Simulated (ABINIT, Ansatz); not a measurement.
# A GW chain in ABINIT: KCaF3 (Pm-3m), part 2 of 3

Aim: the G0W0 gap of KCaF3 (Pm-3m) on PBEsol, step by step.

ABINIT 10.8.3; PBEsol and many-body steps on it, plane waves. Known limits of the many-body steps: not at the basis limit; coarse k mesh.

So far. Step 2 (Ground state): The gap is indirect, with the least direct gap 0.18 eV higher.

## Step 3: Bands along the symmetry lines

Level of this step: DFT, PBEsol, plane waves, norm-conserving pseudopotentials (ABINIT).

Levels along a band path, at the cheap level, show where the edges lie and whether the meshes to come will hold them.

Contents of run.abi:

```
acell 3*1.0 Angstrom
rprim 
  4.481726000000 0.000000000000 0.000000000000
  0.000000000000 4.481726000000 0.000000000000
  0.000000000000 0.000000000000 4.481726000000
ntypat 3
znucl 19 20 9
natom 5
typat 1 2 3 3 3
xred 
  0.500000000000 0.500000000000 0.500000000000
  0.000000000000 0.000000000000 0.000000000000
  0.000000000000 0.500000000000 0.000000000000
  0.000000000000 0.000000000000 0.500000000000
  0.500000000000 0.000000000000 0.000000000000
pp_dirpath "pseudos"
pseudos "K.upf, Ca.upf, F.upf"
ecut 36
iscf -2
irdden 1
kptopt 0
nkpt 50
kpt 
  0.00000000 0.00000000 0.00000000
  0.00000000 0.06250000 0.00000000
  0.00000000 0.12500000 0.00000000
  0.00000000 0.18750000 0.00000000
  0.00000000 0.25000000 0.00000000
  0.00000000 0.31250000 0.00000000
  0.00000000 0.37500000 0.00000000
  0.00000000 0.43750000 0.00000000
  0.00000000 0.50000000 0.00000000
  0.06250000 0.50000000 0.00000000
  0.12500000 0.50000000 0.00000000
  0.18750000 0.50000000 0.00000000
  0.25000000 0.50000000 0.00000000
  0.31250000 0.50000000 0.00000000
  0.37500000 0.50000000 0.00000000
  0.43750000 0.50000000 0.00000000
  0.50000000 0.50000000 0.00000000
  0.43750000 0.43750000 0.00000000
  0.37500000 0.37500000 0.00000000
  0.31250000 0.31250000 0.00000000
  0.25000000 0.25000000 0.00000000
  0.18750000 0.18750000 0.00000000
  0.12500000 0.12500000 0.00000000
  0.06250000 0.06250000 0.00000000
  0.00000000 0.00000000 0.00000000
  0.06250000 0.06250000 0.06250000
  0.12500000 0.12500000 0.12500000
  0.18750000 0.18750000 0.18750000
  0.25000000 0.25000000 0.25000000
  0.31250000 0.31250000 0.31250000
  0.37500000 0.37500000 0.37500000
  0.43750000 0.43750000 0.43750000
  0.50000000 0.50000000 0.50000000
  0.43750000 0.50000000 0.43750000
  0.37500000 0.50000000 0.37500000
  0.31250000 0.50000000 0.31250000
  0.25000000 0.50000000 0.25000000
  0.18750000 0.50000000 0.18750000
  0.12500000 0.50000000 0.12500000
  0.06250000 0.50000000 0.06250000
  0.00000000 0.50000000 0.00000000
  0.50000000 0.50000000 0.50000000
  0.50000000 0.50000000 0.43750000
  0.50000000 0.50000000 0.37500000
  0.50000000 0.50000000 0.31250000
  0.50000000 0.50000000 0.25000000
  0.50000000 0.50000000 0.18750000
  0.50000000 0.50000000 0.12500000
  0.50000000 0.50000000 0.06250000
  0.50000000 0.50000000 0.00000000
istwfk *1
nband 27
nbdbuf 2
tolwfr 1e-08
nstep 40
prtwf 0
prtvol 0
indata_prefix "in"
outdata_prefix "out"
tmpdata_prefix "tmp"
```

The run is started by

```sh
> OMP_NUM_THREADS=1 mpirun -n 4 abinit run.abi > log
```

Numbers of over 12 decimals in the logs are rounded to 6 here.

The log of the run:

```text
.Version 10.8.3 of ABINIT. v10.8.2 released Aug 2026.

 Symmetries : space group Pm -3 m (#221); Bravais cP (primitive cubic)
[... echo of the input left out ...]
== DATASET  1 ==================================================================
-   mpi_nproc: 4, omp_nthreads: 1 (-1 if OMP is not activated)

--- !DatasetInfo
iteration_state: {dtset: 1, }
dimensions: {natom: 5, nkpt: 50, mband: 27, nsppol: 1, nspinor: 1, nspden: 1, mpw: 6302, }
cutoff_energies: {ecut:  36.0, pawecutdg:  -1.0, }
electrons: {nelect:   4.00000000E+01, charge:   0.00000000E+00, occopt:   1.00000000E+00, tsmear:   1.00000000E-02, }

 Real(R)+Recip(G) space primitive vectors, cartesian coordinates (Bohr,Bohr^-1):
 R(1)=  8.4692347  0.0000000  0.0000000  G(1)=  0.1180744  0.0000000  0.0000000
 R(2)=  0.0000000  8.4692347  0.0000000  G(2)=  0.0000000  0.1180744  0.0000000
 R(3)=  0.0000000  0.0000000  8.4692347  G(3)=  0.0000000  0.0000000  0.1180744
 Unit cell volume ucvol=  6.0748073E+02 bohr^3
 Angles (23,13,12)=  9.00000000E+01  9.00000000E+01  9.00000000E+01 degrees

 getcut: wavevector=  0.0000  0.0000  0.0000  ngfft=  48  48  48
         ecut(hartree)=     36.000   => boxcut(ratio)=   2.09836

--- Pseudopotential description ------------------------------------------------
- K Generated using ONCVPSP code by D. R. Hamann
- 19.00000   9.00000  180301                  znucl, zion, pspdat
12 -116133 2 -1 2250                          pspcod,pspxc,lmax,lloc,mmax
     nproj     2     2     2
  pspatm : epsatm=    8.32504554
         --- l  ekb(1:nproj) -->
             0   10.921326    0.816676
             1    4.431000    0.560368
             2   -3.384038   -1.043186
 pspatm: atomic psp has been read  and splines computed

- Ca Generated using ONCVPSP code by D. R. Hamann
- 20.00000  10.00000  180301                  znucl, zion, pspdat
12 -116133 2 -1 1746                          pspcod,pspxc,lmax,lloc,mmax
     nproj     2     2     2
  pspatm : epsatm=   12.46101000
         --- l  ekb(1:nproj) -->
[...]
pspatm: atomic psp has been read  and splines computed

- F Generated using ONCVPSP code by D. R. Hamann
-  9.00000   7.00000  180301                  znucl, zion, pspdat
12 -116133 2 -1 832                           pspcod,pspxc,lmax,lloc,mmax
     nproj     2     2     1
  pspatm : epsatm=    4.89824381
         --- l  ekb(1:nproj) -->
[...]
2   -2.394754
 pspatm: atomic psp has been read  and splines computed

--------------------------------------------------------------------------------

================================================================================
 prteigrs : about to open file out_EIG
 Non-SCF case, kpt    1 (  0.00000  0.00000  0.00000), residuals and eigenvalues=
  6.98E-09  7.57E-09  6.46E-09  6.54E-09  7.30E-09  3.59E-09  4.40E-09  9.43E-09
[...]
Non-SCF case, kpt   49 (  0.50000  0.50000  0.06250), residuals and eigenvalues=
[...]
Non-SCF case, kpt   50 (  0.50000  0.50000  0.00000), residuals and eigenvalues=
[...]
-6.9368E-02 -6.5342E-02 -4.1394E-02 -4.1394E-02 -3.7372E-02 -3.7372E-02
 -3.4874E-02 -1.6964E-02  3.1779E-01  3.2883E-01  3.2883E-01  3.2952E-01
[...]
--- !ResultsGS
iteration_state: {dtset: 1, }
comment   : Summary of ground state results
lattice_vectors:
- [  8.4692347,   0.0000000,   0.0000000, ]
- [  0.0000000,   8.4692347,   0.0000000, ]
- [  0.0000000,   0.0000000,   8.4692347, ]
lattice_lengths: [   8.46923,    8.46923,    8.46923, ]
lattice_angles: [ 90.000,  90.000,  90.000, ] # degrees, (23, 13, 12)
lattice_volume:   6.0748073E+02
convergence: {deltae:  0.000E+00, res2:  0.000E+00, residm:  9.998E-09, diffor:  0.000E+00, }
etotal    :  -1.42689375E+02
entropy   :   0.00000000E+00
fermie    :  -1.66183916E-02
cartesian_stress_tensor: null
pressure_GPa: null
xred      :
- [  5.0000E-01,   5.0000E-01,   5.0000E-01,  K]
- [  0.0000E+00,   0.0000E+00,   0.0000E+00, Ca]
- [  0.0000E+00,   5.0000E-01,   0.0000E+00,  F]
- [  0.0000E+00,   0.0000E+00,   5.0000E-01,  F]
- [  5.0000E-01,   0.0000E+00,   0.0000E+00,  F]
cartesian_forces: null
force_length_stats: {min: null, max: null, mean: null, }

 Integrated electronic density in atomic spheres:
 ------------------------------------------------
 Atom  Sphere_radius  Integrated_density
[...]
================================================================================

 ----iterations are completed or convergence reached----

 Mean square residual over all n,k,spin=   61.275E-10; max=  99.977E-10
 reduced coordinates (array xred) for    5 atoms
[...]
cartesian coordinates (angstrom) at end:
    1      2.240863     2.240863     2.240863
    2      0.000000     0.000000     0.000000
    3      0.000000     2.240863     0.000000
    4      0.000000     0.000000     2.240863
    5      2.240863     0.000000     0.000000
 length scales=  1.889726125908  1.889726125908  1.889726125908 bohr
              =  1.000000000000  1.000000000000  1.000000000000 angstroms
 prteigrs : about to open file out_EIG
 Eigenvalues (hartree) for nkpt=  50  k points:
 kpt#   1, nband= 27, wtk=  1.00000, kpt=  0.0000  0.0000  0.0000 (reduced coord)
[...]
kpt#   2, nband= 27, wtk=  1.00000, kpt=  0.0000  0.0625  0.0000 (reduced coord)
[...]
kpt#   3, nband= 27, wtk=  1.00000, kpt=  0.0000  0.1250  0.0000 (reduced coord)
[...]
kpt#  49, nband= 27, wtk=  1.00000, kpt=  0.5000  0.5000  0.0625 (reduced coord)
[...]
0.36617    0.36617    0.38790
 kpt#  50, nband= 27, wtk=  1.00000, kpt=  0.5000  0.5000  0.0000 (reduced coord)
[...]
-0.38678   -0.38678   -0.38482   -0.07629   -0.06937   -0.06534   -0.04139   -0.04139
  -0.03737   -0.03737   -0.03487   -0.01696    0.31779    0.32883    0.32883    0.32952
   0.36703    0.36703    0.38710

== END DATASET(S) ==============================================================
================================================================================

 -outvars: echo values of variables after computation  --------
            nband          27
             nkpt          50
          spgroup         221
 [... the other variables as echoed above ...]

 Calculation completed.
```

Wall time 54 s (4 MPI ranks of Arm Neoverse V2, shared host); peak memory 0.4 GiB.

Numbers from this step:

```
gap                        : 6.057 eV
k of the valence top       : 0.5, 0.5, 0.5
k of the conduction bottom : 0, 0, 0
least direct gap           : 6.237 eV
```

The gap is 6.057 eV, as in the run before at this level.

Electronic bands along the path, in eV, zero at the top of the highest filled band:

| point | band 17 | band 18 | band 19 | band 20 | band 21 | band 22 | band 23 | band 24 |
| --- | --- | --- | --- | --- | --- | --- | --- | --- |
| Γ | -0.38 | -0.18 | -0.18 | -0.18 | 6.06 | 8.83 | 8.83 | 8.83 |
| halfway | -0.47 | -0.44 | -0.22 | -0.22 | 6.80 | 8.99 | 9.18 | 9.18 |
| X | -0.62 | -0.50 | -0.25 | -0.25 | 8.14 | 8.72 | 9.18 | 9.61 |
| halfway | -0.60 | -0.49 | -0.36 | -0.16 | 8.62 | 9.08 | 9.30 | 9.49 |
| M | -0.56 | -0.56 | -0.50 | -0.01 | 9.10 | 9.40 | 9.40 | 9.42 |
| halfway | -0.53 | -0.47 | -0.30 | -0.23 | 7.44 | 9.12 | 9.38 | 9.40 |
| Γ | -0.38 | -0.18 | -0.18 | -0.18 | 6.06 | 8.83 | 8.83 | 8.83 |
| halfway | -0.84 | -0.27 | -0.27 | -0.19 | 7.98 | 9.40 | 9.40 | 9.48 |
| R | -1.26 | 0.00 | 0.00 | 0.00 | 9.66 | 9.66 | 9.66 | 9.97 |
| halfway | -0.85 | -0.25 | -0.21 | -0.13 | 9.01 | 9.21 | 9.61 | 9.66 |
| X | -0.62 | -0.50 | -0.25 | -0.25 | 8.14 | 8.72 | 9.18 | 9.61 |
| jump to R | -1.26 | 0.00 | 0.00 | 0.00 | 9.66 | 9.66 | 9.66 | 9.97 |
| halfway | -0.96 | -0.17 | -0.17 | 0.00 | 9.43 | 9.55 | 9.55 | 9.59 |
| M | -0.56 | -0.56 | -0.50 | -0.01 | 9.10 | 9.40 | 9.40 | 9.42 |

## Step 4: Empty states on the mesh, 2×2×2 mesh, 182 bands

The sums over transitions need many empty states on a uniform mesh; this step solves for them.

Contents of run.abi:

```
acell 3*1.0 Angstrom
rprim 
  4.481726000000 0.000000000000 0.000000000000
  0.000000000000 4.481726000000 0.000000000000
  0.000000000000 0.000000000000 4.481726000000
ntypat 3
znucl 19 20 9
natom 5
typat 1 2 3 3 3
xred 
  0.500000000000 0.500000000000 0.500000000000
  0.000000000000 0.000000000000 0.000000000000
  0.000000000000 0.500000000000 0.000000000000
  0.000000000000 0.000000000000 0.500000000000
  0.500000000000 0.000000000000 0.000000000000
pp_dirpath "pseudos"
pseudos "K.upf, Ca.upf, F.upf"
ecut 36
ngkpt 2 2 2
nshiftk 1
shiftk 0 0 0
kptopt 1
chksymbreak 0
iscf -2
irdden 1
istwfk *1
nband 182
nbdbuf 16
tolwfr 1e-09
nstep 60
prtvol 0
indata_prefix "in"
outdata_prefix "out"
tmpdata_prefix "tmp"
```

The log of the run:

```text
.Version 10.8.3 of ABINIT. v10.8.2 released Aug 2026.

 Symmetries : space group Pm -3 m (#221); Bravais cP (primitive cubic)
[... echo of the input left out ...]
== DATASET  1 ==================================================================
-   mpi_nproc: 4, omp_nthreads: 1 (-1 if OMP is not activated)

--- !DatasetInfo
iteration_state: {dtset: 1, }
dimensions: {natom: 5, nkpt: 4, mband: 182, nsppol: 1, nspinor: 1, nspden: 1, mpw: 6302, }
cutoff_energies: {ecut:  36.0, pawecutdg:  -1.0, }
electrons: {nelect:   4.00000000E+01, charge:   0.00000000E+00, occopt:   1.00000000E+00, tsmear:   1.00000000E-02, }

 Real(R)+Recip(G) space primitive vectors, cartesian coordinates (Bohr,Bohr^-1):
 R(1)=  8.4692347  0.0000000  0.0000000  G(1)=  0.1180744  0.0000000  0.0000000
 R(2)=  0.0000000  8.4692347  0.0000000  G(2)=  0.0000000  0.1180744  0.0000000
 R(3)=  0.0000000  0.0000000  8.4692347  G(3)=  0.0000000  0.0000000  0.1180744
 Unit cell volume ucvol=  6.0748073E+02 bohr^3
 Angles (23,13,12)=  9.00000000E+01  9.00000000E+01  9.00000000E+01 degrees

 getcut: wavevector=  0.0000  0.0000  0.0000  ngfft=  48  48  48
         ecut(hartree)=     36.000   => boxcut(ratio)=   2.09836

--- Pseudopotential description ------------------------------------------------
- K Generated using ONCVPSP code by D. R. Hamann
- 19.00000   9.00000  180301                  znucl, zion, pspdat
12 -116133 2 -1 2250                          pspcod,pspxc,lmax,lloc,mmax
     nproj     2     2     2
  pspatm : epsatm=    8.32504554
         --- l  ekb(1:nproj) -->
             0   10.921326    0.816676
             1    4.431000    0.560368
             2   -3.384038   -1.043186
 pspatm: atomic psp has been read  and splines computed

- Ca Generated using ONCVPSP code by D. R. Hamann
- 20.00000  10.00000  180301                  znucl, zion, pspdat
12 -116133 2 -1 1746                          pspcod,pspxc,lmax,lloc,mmax
     nproj     2     2     2
  pspatm : epsatm=   12.46101000
         --- l  ekb(1:nproj) -->
[...]
pspatm: atomic psp has been read  and splines computed

- F Generated using ONCVPSP code by D. R. Hamann
-  9.00000   7.00000  180301                  znucl, zion, pspdat
12 -116133 2 -1 832                           pspcod,pspxc,lmax,lloc,mmax
     nproj     2     2     1
  pspatm : epsatm=    4.89824381
         --- l  ekb(1:nproj) -->
[...]
2   -2.394754
 pspatm: atomic psp has been read  and splines computed

--------------------------------------------------------------------------------

================================================================================
 prteigrs : about to open file out_EIG
 Non-SCF case, kpt    1 (  0.00000  0.00000  0.00000), residuals and eigenvalues=
  1.11E-10  8.21E-11  7.14E-11  1.07E-10  9.29E-10  9.47E-11  1.10E-10  2.14E-10
  1.17E-10  1.76E-10  5.76E-10  1.10E-10  1.64E-10  1.68E-10  7.70E-11  1.34E-10
  1.44E-10  9.76E-11  9.49E-11  1.63E-10  6.84E-10  6.54E-11  5.81E-11  9.90E-11
[...]
3.20E-06  1.75E-05  1.30E-04  3.53E-04  2.07E-05  7.36E-05
 -1.3145E+00 -9.9116E-01 -7.1564E-01 -7.1158E-01 -7.1158E-01 -6.2465E-01
 -6.2465E-01 -6.2465E-01 -3.8548E-01 -3.8548E-01 -3.8548E-01 -4.9199E-02
[...]
2.8815E+00  2.8815E+00  2.8815E+00  2.9297E+00  2.9302E+00  2.9313E+00
  2.9462E+00  2.9485E+00
 prteigrs : prtvol=0 or 1, do not print more k-points.

--- !ResultsGS
iteration_state: {dtset: 1, }
comment   : Summary of ground state results
lattice_vectors:
- [  8.4692347,   0.0000000,   0.0000000, ]
- [  0.0000000,   8.4692347,   0.0000000, ]
- [  0.0000000,   0.0000000,   8.4692347, ]
lattice_lengths: [   8.46923,    8.46923,    8.46923, ]
lattice_angles: [ 90.000,  90.000,  90.000, ] # degrees, (23, 13, 12)
lattice_volume:   6.0748073E+02
convergence: {deltae:  0.000E+00, res2:  0.000E+00, residm:  9.920E-10, diffor:  0.000E+00, }
etotal    :  -1.42689375E+02
entropy   :   0.00000000E+00
fermie    :  -1.66183916E-02
cartesian_stress_tensor: null
pressure_GPa: null
xred      :
- [  5.0000E-01,   5.0000E-01,   5.0000E-01,  K]
- [  0.0000E+00,   0.0000E+00,   0.0000E+00, Ca]
- [  0.0000E+00,   5.0000E-01,   0.0000E+00,  F]
- [  0.0000E+00,   0.0000E+00,   5.0000E-01,  F]
- [  5.0000E-01,   0.0000E+00,   0.0000E+00,  F]
cartesian_forces: null
force_length_stats: {min: null, max: null, mean: null, }

 Integrated electronic density in atomic spheres:
 ------------------------------------------------
 Atom  Sphere_radius  Integrated_density
[...]
================================================================================

 ----iterations are completed or convergence reached----

 Mean square residual over all n,k,spin=   31.389E-11; max=  99.203E-11
 reduced coordinates (array xred) for    5 atoms
[...]
0.000000000000      0.000000000000      0.500000000000
       0.500000000000      0.000000000000      0.000000000000

 cartesian coordinates (angstrom) at end:
    1      2.240863     2.240863     2.240863
    2      0.000000     0.000000     0.000000
    3      0.000000     2.240863     0.000000
    4      0.000000     0.000000     2.240863
    5      2.240863     0.000000     0.000000
 length scales=  1.889726125908  1.889726125908  1.889726125908 bohr
              =  1.000000000000  1.000000000000  1.000000000000 angstroms
 prteigrs : about to open file out_EIG
 Eigenvalues (hartree) for nkpt=   4  k points:
 kpt#   1, nband=182, wtk=  0.12500, kpt=  0.0000  0.0000  0.0000 (reduced coord)
[...]
2.74807    2.74807    2.75895    2.75895    2.75895    2.79274    2.79274    2.79274
   2.83950    2.83950    2.83950    2.84576    2.86406    2.86407    2.88153    2.88153
   2.88153    2.92974    2.93017    2.93131    2.94617    2.94845
 prteigrs : prtvol=0 or 1, do not print more k-points.

== END DATASET(S) ==============================================================
================================================================================

 -outvars: echo values of variables after computation  --------
            nband         182
             nkpt           4
          spgroup         221
 [... the other variables as echoed above ...]

 Calculation completed.
```

It took 45 s on 4 MPI ranks; peak memory 0.4 GiB.

This step gave:

```yaml
gap: 6.057 eV
k_of_the_valence_top: 0.5, 0.5, 0.5
k_of_the_conduction_bottom: 0, 0, 0
least_direct_gap: 6.237 eV
k_points_computed: 4
lowest_point_of_the_top_converged_band_above_the_valence_top: 75.9048 eV
```

On this mesh the gap is 6.057 eV.

## Step 5: Screening, 2×2×2 mesh, 166 bands, screening to 176.9 eV

The RPA dielectric matrix is built and inverted for each q.

This step: RPA screening on PBEsol, plane waves, norm-conserving pseudopotentials.

run.abi, as its differences from that of step 4:

```diff
@@ -23,10 +23,11 @@
 chksymbreak 0
-iscf -2
-irdden 1
 istwfk *1
-nband 182
-nbdbuf 16
-tolwfr 1e-09
-nstep 60
-prtvol 0
+occopt 1
+irdwfk 1
+optdriver 3
+nband 166
+ecuteps 6.5
+inclvkb 2
+awtr 1
+symchi 1
 indata_prefix "in"
```

The log of the run:

```text
.Version 10.8.3 of ABINIT. v10.8.2 released Aug 2026.

 Symmetries : space group Pm -3 m (#221); Bravais cP (primitive cubic)
[... echo of the input left out ...]
== DATASET  1 ==================================================================
-   mpi_nproc: 4, omp_nthreads: 1 (-1 if OMP is not activated)

--- !DatasetInfo
iteration_state: {dtset: 1, }
dimensions: {natom: 5, nkpt: 4, mband: 166, nsppol: 1, nspinor: 1, nspden: 1, mpw: 6302, }
cutoff_energies: {ecut:  36.0, pawecutdg:  -1.0, }
electrons: {nelect:   4.00000000E+01, charge:   0.00000000E+00, occopt:   1.00000000E+00, tsmear:   1.00000000E-02, }

 SCREENING: Calculation of the susceptibility and dielectric matrices

 Based on a program developped by R.W. Godby, V. Olevano, G. Onida, and L. Reining.
 Incorporated in ABINIT by V. Olevano, G.-M. Rignanese, and M. Torrent.
.Using double precision arithmetic ; gwpc =  8

[... cell and pseudopotentials left out ...]
--------------------------------------------------------------------------------

 ==== K-mesh for the wavefunctions ====
 Number of points in the irreducible wedge :     4
[... list of points left out ...]
 Together with 48 symmetry operations and time-reversal symmetry
 yields     8 points in the full Brillouin Zone.

 ==== Q-mesh for the screening function ====
 Number of points in the irreducible wedge :     4
[... list of points left out ...]
 Together with 48 symmetry operations and time-reversal symmetry
 yields     8 points in the full Brillouin Zone.

 setmesh: FFT mesh size selected  =    36x   36x   36
          total number of points  =        46656

 vcoul_init : cutoff-mode = AUXILIARY_FUNCTION
 q-points for optical limit:   1
     1)      0.000010    0.000020    0.000030

- screening: taking advantage of time-reversal symmetry
- Maximum band index for partially occupied states nbvw = 20
- Remaining bands to be divided among processors   nbcw = 146
- Number of bands treated by each node ~36

 Number of electrons calculated from density =   40.0000; Expected =   40.0000
 average of density, n =  0.065846
 r_s =    1.5362
 omega_plasma =   24.7525 [eV]

 calculating chi0 at frequencies [eV] :
  1    0.000000E+00    0.000000E+00
  2    0.000000E+00    2.475252E+01

--------------------------------------------------------------------------------
  q-point number  1        q = ( 0.000000, 0.000000, 0.000000) [r.l.u.]
--------------------------------------------------------------------------------
[... chi0 elements left out ...]
 For q-point:  0.000010 0.000020 0.000030
  dielectric constant =   2.0103
  dielectric constant without local fields =   2.1880

  Average fulfillment of the sum rule on Im[epsilon] for q-point    1 :     59.20  [%]
[... wings left out ...]
  q-point number  2        q = ( 0.500000, 0.000000, 0.000000) [r.l.u.]
--------------------------------------------------------------------------------
[... chi0 elements left out ...]
  Average fulfillment of the sum rule on Im[epsilon] for q-point    2 :     64.50  [%]

 [... 2 further q-points ...]
```

Elapsed: 32 s, on 4 MPI ranks; peak memory 1.2 GiB.

This step gave:

- ε∞ with local fields, on this mesh, along the program's q direction: 2.010
- the same without local fields: 2.188
- plasma frequency: 24.75 eV
- plane waves in the screening matrix: 461

Local fields lower ε∞ by 8 %. On a Γ-centred mesh this coarse the value itself is usually too large, while a short band sum pulls it down.

(Part 2 of 3 ends here.)

[Paths, hosts, dates, memory and timing lines, banners, echoed tables and standing remarks are left out of the program output.]

[Logs are printed without paths, hosts, clocks, repeated set-up lines and the standing remarks that a program may print on its own settings, such as how far it seeks lower states.]

[Runs of the session that timed out or met a known fault of the program may be left out.]

[Hosts, paths, dates, database ids (printed as entryN), source tags and the programs' standing remarks are cut or masked in the printed files.]

[G0W0 gaps are taken among the corrected bands and points alone; a level outside them can change the order at an edge.]

[Where Ansatz stands beside ABINIT at settings called matched, ABINIT's density can come from a denser mesh and the files from another edition; pairs whose starting gaps differed by over 0.03 eV were left out, so agreement reads better than it is.]
